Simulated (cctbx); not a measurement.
**Resonant diffraction in Mn3Ag4Br10**

Space group Pbca (no. 61), a = 7.3240 Å, b = 7.3980 Å, c = 37.0250 Å, α = 90.00°, β = 90.00°, γ = 90.00°.

| atom | mult. | x | y | z | Ueq (Å²) |
| --- | --- | --- | --- | --- | --- |
| Ag1 | 8 | 0.9871 | 0.4921 | 0.4257 | 0.0116 |
| Ag2 | 8 | 0.0380 | 0.5367 | 0.2795 | 0.0101 |
| Br1 | 8 | 0.1332 | 0.8968 | 0.2787 | 0.0119 |
| Br2 | 8 | 0.1413 | 0.6019 | 0.0753 | 0.0124 |
| Br3 | 8 | 0.1636 | 0.6623 | 0.4766 | 0.0125 |
| Br4 | 8 | 0.1635 | 0.8301 | 0.1736 | 0.0116 |
| Br5 | 8 | 0.1561 | 0.8294 | 0.8737 | 0.0094 |
| Mn1 | 8 | 0.9975 | 0.5019 | 0.1487 | 0.0113 |
| Mn2 | 4 | 1/2 | 0 | 0 | 0.0116 |

The model is made up (kin elements in a known structure type, no relaxation), so it says nothing on whether the phase exists.

Calculated with cctbx: free-atom f′ and f″ from the Sasaki tables, no fine structure; amplitudes in electrons.

```csv
E (eV),F 2 0 0,F 1 1 2,F 1 1 3,F 0 2 2
12874,510.3,31.5,32.9,89.0
13224,520.5,30.9,32.8,87.5
13354,528.9,30.5,32.8,86.4
13414,537.6,30.0,32.8,85.3
13444,546.5,29.5,32.8,84.2
13459,555.4,29.1,32.8,83.1
13466,563.4,28.7,32.8,82.1
13470,571.9,28.2,32.8,81.0
13478,574.6,28.2,32.8,80.9
13482,564.2,28.7,32.8,82.2
13489,555.2,29.2,32.8,83.3
13504,545.4,29.7,32.7,84.5
13534,535.7,30.2,32.7,85.7
13624,522.6,30.8,32.7,87.3
13874,508.4,31.5,32.6,88.9
```

**Question.** Which edge is crossed, and why do the reflections move as they do?

The K edge of Br. The edge is at 13474 eV. f′ of Br falls from -4.3 e at 13354 eV to -7.7 e at 4 eV below it, and f″ steps from 0.50 to 3.82 e across it. Over that approach |F| changes by +8 % (2 0 0), -8 % (1 1 2), +0 % (1 1 3) and -6 % (0 2 2): a reflection falls where Br scatters in phase with the total and rises where it scatters against it; it hardly moves where the Br term is small or cancels by symmetry. Above the edge the larger f″ enters the imaginary part, where it can add to or cancel the other atoms' f″. The structure is centrosymmetric, so Friedel mates stay equal.

[Logs are printed without paths, hosts, clocks, repeated set-up lines and the standing remarks that a program may print on its own settings, such as how far it seeks lower states.]
